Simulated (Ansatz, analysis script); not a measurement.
# Constrained moments in CrBr2

How well does a Heisenberg term describe CrBr2? One moment is turned under a constraint.

Method: PBEsol with U = 3.5 eV on Cr d (ortho-atomic projectors), PAW set soft_1 (files made for PBE), in Ansatz 0.2.0.

## 1. Set-up

It takes space group C2/m (No. 12, monoclinic). Conventional cell: a = 7.489 Å, b = 3.662 Å, c = 6.507 Å, α = 90.00°, β = 96.41°, γ = 90.00°. Nearest to Cr lie 6 Br at 2.55 to 3.20 Å. Br has 3 Cr at 2.55 to 3.20 Å nearest. Farther neighbours and most contacts between anions are not listed.

As a file:

```cif
data_structure
_symmetry_space_group_name_H-M 'C2/m'
_symmetry_Int_Tables_number 12
_cell_length_a 7.4893
_cell_length_b 3.6621
_cell_length_c 6.5067
_cell_angle_alpha 90.000
_cell_angle_beta 96.414
_cell_angle_gamma 90.000
_cell_volume 177.34
loop_
_atom_site_label
_atom_site_type_symbol
_atom_site_symmetry_multiplicity
_atom_site_Wyckoff_symbol
_atom_site_fract_x
_atom_site_fract_y
_atom_site_fract_z
_atom_site_occupancy
Cr1 Cr 2 a 0.00000 0.00000 0.00000 1
Br1 Br 4 i 0.14577 0.50000 0.23323 1
```

The cell comes from the Materials Project, a database of computed structures, and the real compound, where it exists, may take another one.

The cell of this run holds 6 atoms, 2 of them with a starting moment; values «a cell» refer to the cell of the run in question.

## 2. Collinear start 1: antiferro q=(0,1/2,0) +-

The order that a run ends on hangs on its start, so several orders are typed and the lowest is carried on. The program's own search can turn an unstable start over.

File input.yaml:

```yaml
crystal:
  lattice:
    - [3.744669, -1.831055, 0.0]
    - [7.489338, 3.66211, 0.0]
    - [-0.726847, 0.0, 6.465946]
  atoms:
    - { symbol: Cr, position: [0.0, 0.0, 0.0], spin: 3.0 }
    - { symbol: Cr, position: [0.0, 0.5, 0.0], spin: -3.0 }
    - { symbol: Br, position: [0.645774, 0.322887, 0.233228] }
    - { symbol: Br, position: [0.645774, 0.822887, 0.233228] }
    - { symbol: Br, position: [0.354226, 0.177113, 0.766772] }
    - { symbol: Br, position: [0.354226, 0.677113, 0.766772] }
magnetization:
  spin_polarized: true
kpoints:
  mp_grid: { grid: [6, 4, 4] }
hamiltonian:
  xc: pbesol
  hubbard:
    projectors: ortho-atomic
    sites: [{ species: Cr, l: d, u_eff: 3.5 }]
  pseudopotentials: { kind: paw, azcp: { folder: soft_1 }, xc_functional: pbe }
scf:
  occupations: { method: fermi_dirac, width: 0.05 }
  max_iter: 120
  convergence: { dr2_threshold: 1.0e-08 }
output:
  write_density: true
  write_potential: true
  elf: true
  volumetric_format: npy
```

Launch:

```console
$ ansatz run input.yaml --threads 4 --pin off --max-ram 8192MiB --backend cpu --events-out ev --progress --plain --runs-dir out
```

Numbers of over 12 decimals in the logs are rounded to 6 here.

The log of the run:

```text
Engine: ansatz 0.2.0, aarch64-unknown-linux-gnu
Pseudopotentials: kind: paw
Pseudopotential: Cr, paw, valence charge 14, recommended cutoff 420 eV (normal), soft_1/Cr.paw.azcp
Pseudopotential: Br, paw, valence charge 7, recommended cutoff 420 eV (normal), soft_1/Br.paw.azcp
Functional definition: PBEsol
  exchange = pbesol_x
  correlation = pbesol_c
Crystal: 6 atoms, lattice volume = 177.340 Å³
Basis set: ecut = 420 eV, 3447 PW (Γ)
Bands: 38, of which v1, the nominal top of the filled ones, is band 28 counted from 1 (27 counted from 0)
Symmetry: 2 space group operations
Space group: P-1 (ITA 2), of the structure as read, at distance tolerance 5.6e-5 Å
Magnetic group: BNS 2.7 (UNI 7), of the structure as read, at distance tolerance 5.6e-5 Å
k-points: 52 of 96
Non-local potential: Cr, projectors of the file, l = 0: 3, l = 1: 2, l = 2: 3, l = 3: 1
Non-local potential: Br, projectors of the file, l = 0: 2, l = 1: 2, l = 2: 2
PAW form: soft (Blöchl's): semilocal exchange-correlation on the pseudo side does not see the compensation charge
PAW frozen core: Cr, regenerated for the run's functional, and the local potential with it (the file was generated under x = pbe(κ = 0.804, μ = 0.219515), c = pbe(β = 0.066725))
PAW frozen core: Br, regenerated for the run's functional, and the local potential with it (the file was generated under x = pbe(κ = 0.804, μ = 0.219515), c = pbe(β = 0.066725))
PAW one-centre angular grid: Cr, 590 points (default); XC on 64 Gauss nodes
PAW one-centre angular grid: Br, 110 points (default); XC on 64 Gauss nodes
Initial density: superposition of atomic densities (chi_scale 0.1, normalization cell, long waves kept (reshape's long-wave potential 0.18 eV rms))
Starting moments: Σ|m| = 6 μB on 2 of 6 sites
Starting magnetic order: antiferromagnet; a translation exchanges its spin sublattices: spin-degenerate at every k-point
Initial wavefunctions: pseudopotential atomic-orbital guess
Functional: x = pbesol(κ = 0.804, μ = 0.123457), c = pbesol(β = 0.046)
SCF iter   1: F=—  HF=-17646.446256 eV  |F-HF|=—  |Δ(HF+E_count)|=         —  Δρ=5.37e-2 (↑5.37e-2 ↓5.37e-2)  dr2=2.28e1  dr2_m=2.00e0  M=0.000 μB ∫|m|=8.857 μB  β_m=1.00  ethr=3.10e-3  ⟨swp⟩=6.9  Hψ=8144  notcnv=0  defer=2
preconditioner: auto → Resta (q_TF=auto, 2.251 Å⁻¹)  ε∞=5.7  [insulator: Δε(μ)=0.458 eV  Ē_g=8.167 eV  σ=0.050 eV  W_gap=0.98  n_scr=38 (ndim 8)  ℏωp=17.6 eV  f_vac=0.078  D(μ)=0.03/eV (n_scr^D=0)  ε∞_Penn≈5.7]
spin=Collinear: Resta preconditioning applied to the charge; magnetization (m = ρ↑ − ρ↓) channel mixes plain (no charge-response kernel on spin).
SCF iter   2: F=—  HF=-17644.034963 eV  |F-HF|=—  |Δ(HF+E_count)|=    2.41e0  Δρ=1.42e-2 (↑1.42e-2 ↓1.42e-2)  dr2=1.73e0  dr2_m=1.06e-1  M=0.000 μB ∫|m|=8.853 μB  β_m=1.00  ethr=3.10e-3  ⟨swp⟩=3.2  Hψ=4501  notcnv=0  defer=193
SCF iter   3: F=—  HF=-17644.651590 eV  |F-HF|=—  |Δ(HF+E_count)|=   6.17e-1  Δρ=9.01e-3 (↑9.01e-3 ↓9.01e-3)  dr2=6.56e-1  dr2_m=1.12e-2  M=0.000 μB ∫|m|=8.839 μB  β_m=1.00  ethr=3.09e-3  ⟨swp⟩=2.1  Hψ=2223  notcnv=0  defer=193
SCF iter   4: F=—  HF=-17644.889508 eV  |F-HF|=—  |Δ(HF+E_count)|=   2.38e-1  Δρ=2.60e-3 (↑2.60e-3 ↓2.60e-3)  dr2=4.06e-2  dr2_m=2.89e-3  M=0.000 μB ∫|m|=8.831 μB  β_m=0.30  ethr=1.17e-3  ⟨swp⟩=2.8  Hψ=3768  notcnv=0  defer=178
Mixer restart at iter 4: flushing history
spin-set hold released at iteration 4 (site moments contracting): the magnetisation degrees of freedom join the quasi-Newton model from the next iteration; the mixer history was flushed
SCF iter   5: F=—  HF=-17645.079737 eV  |F-HF|=—  |Δ(HF+E_count)|=   1.90e-1  Δρ=2.19e-3 (↑2.19e-3 ↓2.19e-3)  dr2=3.53e-2  dr2_m=1.54e-3  M=0.000 μB ∫|m|=8.767 μB  β_m=0.65  ethr=7.25e-5  ⟨swp⟩=3.5  Hψ=3694  notcnv=0  defer=136
SCF iter   6: F=—  HF=-17645.320038 eV  |F-HF|=—  |Δ(HF+E_count)|=   2.40e-1  Δρ=2.83e-3 (↑2.83e-3 ↓2.83e-3)  dr2=3.00e-2  dr2_m=3.94e-3  M=0.000 μB ∫|m|=8.676 μB  β_m=0.59  ethr=6.31e-5  ⟨swp⟩=3.0  Hψ=3729  notcnv=0  defer=136
SCF iter   7: F=—  HF=-17645.317647 eV  |F-HF|=—  |Δ(HF+E_count)|=   2.39e-3  Δρ=6.65e-4 (↑6.65e-4 ↓6.65e-4)  dr2=1.41e-3  dr2_m=4.57e-4  M=0.000 μB ∫|m|=8.616 μB  β_m=0.79  ethr=5.36e-5  ⟨swp⟩=2.3  Hψ=4148  notcnv=0  defer=128
SCF iter   8: F=—  HF=-17645.319885 eV  |F-HF|=—  |Δ(HF+E_count)|=   2.24e-3  Δρ=1.70e-4 (↑1.70e-4 ↓1.70e-4)  dr2=1.52e-4  dr2_m=3.07e-5  M=0.000 μB ∫|m|=8.593 μB  β_m=0.90  ethr=2.52e-6  ⟨swp⟩=2.0  Hψ=2701  notcnv=0  defer=128
SCF iter   9: F=—  HF=-17645.320207 eV  |F-HF|=—  |Δ(HF+E_count)|=   3.22e-4  Δρ=3.46e-5 (↑3.46e-5 ↓3.46e-5)  dr2=1.24e-5  dr2_m=6.54e-7  M=0.000 μB ∫|m|=8.584 μB  β_m=0.95  ethr=2.71e-7  ⟨swp⟩=2.0  Hψ=2895  notcnv=0  defer=128
SCF iter  10: F=—  HF=-17645.320230 eV  |F-HF|=—  |Δ(HF+E_count)|=   2.36e-5  Δρ=1.10e-5 (↑1.10e-5 ↓1.10e-5)  dr2=1.09e-6  dr2_m=1.06e-7  M=0.000 μB ∫|m|=8.583 μB  β_m=0.97  ethr=2.22e-8  ⟨swp⟩=2.0  Hψ=2704  notcnv=0  defer=128
SCF iter  11: F=—  HF=-17645.320233 eV  |F-HF|=—  |Δ(HF+E_count)|=   2.81e-6  Δρ=7.88e-6 (↑7.88e-6 ↓7.88e-6)  dr2=3.74e-7  dr2_m=3.85e-8  M=0.000 μB ∫|m|=8.583 μB  β_m=0.99  ethr=1.95e-9  ⟨swp⟩=2.0  Hψ=2892  notcnv=0  defer=128
SCF iter  12: F=—  HF=-17645.320233 eV  |F-HF|=—  |Δ(HF+E_count)|=   1.63e-7  Δρ=1.73e-6 (↑1.73e-6 ↓1.73e-6)  dr2=1.12e-8  dr2_m=1.82e-9  M=0.000 μB ∫|m|=8.583 μB  β_m=0.99  ethr=6.68e-10  ⟨swp⟩=2.0  Hψ=2679  notcnv=0  defer=128
SCF iter  13: F=-17645.320233 eV  HF=-17645.320233 eV  |F-HF|=4.69e-10  |Δ(HF+E_count)|=   7.00e-9  Δρ=5.29e-7 (↑5.29e-7 ↓5.29e-7)  dr2=1.69e-9  dr2_m=1.22e-10  M=0.000 μB ∫|m|=8.583 μB  ethr=1.79e-11  ⟨swp⟩=10.2  Hψ=6180  notcnv=0
SCF 1 converged in 13 iterations: F = -17645.320233 eV  dr2 = 1.69e-9
  greatest PAW one-centre occupation: 1.000 electrons in one spin orbital (limit 2), on the Cr atom at site 1 (counted from 0), in its partial waves of l = 0
SCF converged after 13 iterations
Magnetization: 0.0000 μB (28.0000 up, 28.0000 down)
Absolute magnetization: 8.5776 μB (∫|ρ↑−ρ↓|, with the PAW one-centre terms)
Spin contamination: 4.0998 ħ² per cell (⟨S²⟩ above its minimum at these occupations)
Per-site moments (μB) at R_I (Å): [(3.577390, 1.049847), (-3.577390, 1.049847), (-0.008413, 1.049847), (0.008413, 1.049847), (0.008413, 1.049847), (-0.008413, 1.049847)]
Free energy (F): -17645.320233 eV
Harris-Foulkes:  -17645.320233 eV  (|F-HF|=4.69e-10)
Internal energy: -17645.320233 eV  (E = F + TS)
E sigma→0 (E₀):  -17645.320233 eV
Fermi energy:    4.217357 eV
--- Per-component energies (eV) ---
  E_band       = -768.760102
  E_kinetic    = 1122.497929
  E_local      = -6076.374644  (includes V_loc(G=0)·N_el)
  E_nonlocal   = 313.623163
  E_hartree    = 2591.697387
  E_xc         = -1001.803562
  E_vxc        = -719.574059  (∫ρ·V_xc dr)
  E_hubbard    = 1.983001  (on-site DFT+U / exact-exchange correction)
  E_vhub       = -12.377796  (the Hubbard potential's part of the band-sum identity)
  E_paw        = -11470.961664  (= ΣΔE_a)
  E_vpaw       = -579.954500  (= ΣTr[D̂ρ^β])
  E_aug_tail   = 0.001703  (compensation charges beyond the density's cutoff)
  E_ewald      = -3126.672629
  E_core_change = 0.689083  (= ΣΔE_core)
  E_smearing   = -0.000000  (= −TS)
  E_closure    = -0.000000  (closes the sum)
  Σ components = -17645.320233   (vs F -17645.320233, Δ=0.00e0)
--- Band table (eV; the first three rows and the last of 104) ---
  k-point 0 ↑: bands = [... 24 lower, 2.2738, 2.3566, 2.4747, 3.2184, 5.5989, 6.9269, 7.8776, 7.9401, ... 6 higher]
  k-point 1 ↑: bands = [... 24 lower, 2.2243, 2.2556, 2.4573, 3.2125, 5.6324, 7.2756, 7.9186, 8.0033, ... 6 higher]
  k-point 2 ↑: bands = [... 24 lower, 2.1928, 2.2242, 2.4249, 3.2035, 5.6567, 7.4985, 7.9566, 8.0914, ... 6 higher]
  k-point 51 ↓: bands = [... 24 lower, 1.9093, 2.1012, 2.1994, 3.2534, 5.3585, 7.7592, 7.9816, 8.2592, ... 6 higher]
Occupation matrices written to <dir>
```

It took 6.7 s on 4 threads of Arm Neoverse V2, shared host; peak memory 0.89 GiB; 25 s of CPU time.

The column dr2 measures how far the density is from self-consistency, as an energy; F and HF (Harris–Foulkes) agree once it is small.

It ends antiferromagnetic, with 3.58 μB on the largest site.

## 3. Collinear start 2: antiferro q=(1/2,1/2,0) +-

The density is converged from the given moments; the state reached depends on that start.

This run holds the same structure in another cell (a 4.168 → 8.337 Å, b 8.337 → 7.489 Å, α 95.8 → 96.4°, γ 52.1 → 26.1°).

input.yaml, the sections that differ from step 2:

```yaml
crystal:
  lattice:
    - [7.489338, -3.66211, 0.0]
    - [7.489338, 0.0, 0.0]
    - [-0.726847, 0.0, 6.465946]
  atoms:
    - { symbol: Cr, position: [0.0, 0.0, 0.0], spin: 3.0 }
    - { symbol: Cr, position: [0.5, 0.0, 0.0], spin: -3.0 }
    - { symbol: Br, position: [0.0, 0.645774, 0.233228] }
    - { symbol: Br, position: [0.5, 0.645774, 0.233228] }
    - { symbol: Br, position: [0.0, 0.354226, 0.766772] }
    - { symbol: Br, position: [0.5, 0.354226, 0.766772] }
kpoints:
  mp_grid: { grid: [5, 5, 3] }
# magnetization, hamiltonian, scf: as in step 2
# output: removed
```

The log of the run:

```text
[...]
Crystal: 6 atoms, lattice volume = 177.340 Å³
Basis set: ecut = 420 eV, 3469 PW (Γ)
Bands: 38, of which v1, the nominal top of the filled ones, is band 28 counted from 1 (27 counted from 0)
Symmetry: 4 space group operations
[...]
k-points: 24 of 75
[...]
Starting moments: Σ|m| = 6 μB on 2 of 6 sites
[...]
Absolute magnetization: 8.6504 μB (∫|ρ↑−ρ↓|, with the PAW one-centre terms)
[...]
Per-site moments (μB) at R_I (Å): [(3.585378, 1.049847), (-3.585378, 1.049847), (0.073840, 1.049847), (-0.073840, 1.049847), (0.073840, 1.049847), (-0.073840, 1.049847)]
Free energy (F): -17645.325725 eV
[...]
Internal energy: -17645.325725 eV  (E = F + TS)
E sigma→0 (E₀):  -17645.325725 eV
Fermi energy:    4.176703 eV
[...]
Occupation matrices written to <dir>
[key lines of the parts left out:]
SCF converged after 13 iterations
Magnetization: 0.0000 μB (28.0000 up, 28.0000 down)
```

The job ended after 2.9 s (4 threads; peak memory 0.71 GiB; 11 s of CPU time).

It ends antiferromagnetic, with 3.59 μB on the largest site.

## 4. Which start is lowest

```tsv
typed order	atoms	final state	energy (meV/atom)	largest moment (μB)
antiferro q=(0,1/2,0) +-	6	antiferromagnetic	0.92	3.58
antiferro q=(1/2,1/2,0) +-	6	antiferromagnetic	0.00	3.59
```

The session goes on from the lowest state with moments found, typed antiferro q=(1/2,1/2,0) +-.

Spin moment in the atom's sphere by atom:

```tsv
atom	spin moment in the atom's sphere (μB)
Cr1	3.59
Cr2	-3.59
Br3	0.07
Br4	-0.07
Br5	0.07
Br6	-0.07
```

Tables count atoms from 1; parts of the log count from 0.

[end of part 1 of 2]

[Logs and program files are shortened in this print: banners, set-up blocks, solver, clock and traceback lines can be left out without a mark of their own.]

[Logs are printed without paths, hosts, clocks, repeated set-up lines and the standing remarks that a program may print on its own settings, such as how far it seeks lower states.]

[Hosts, paths, dates, database ids (printed as entryN), source tags and the programs' standing remarks are cut or masked in the printed files.]
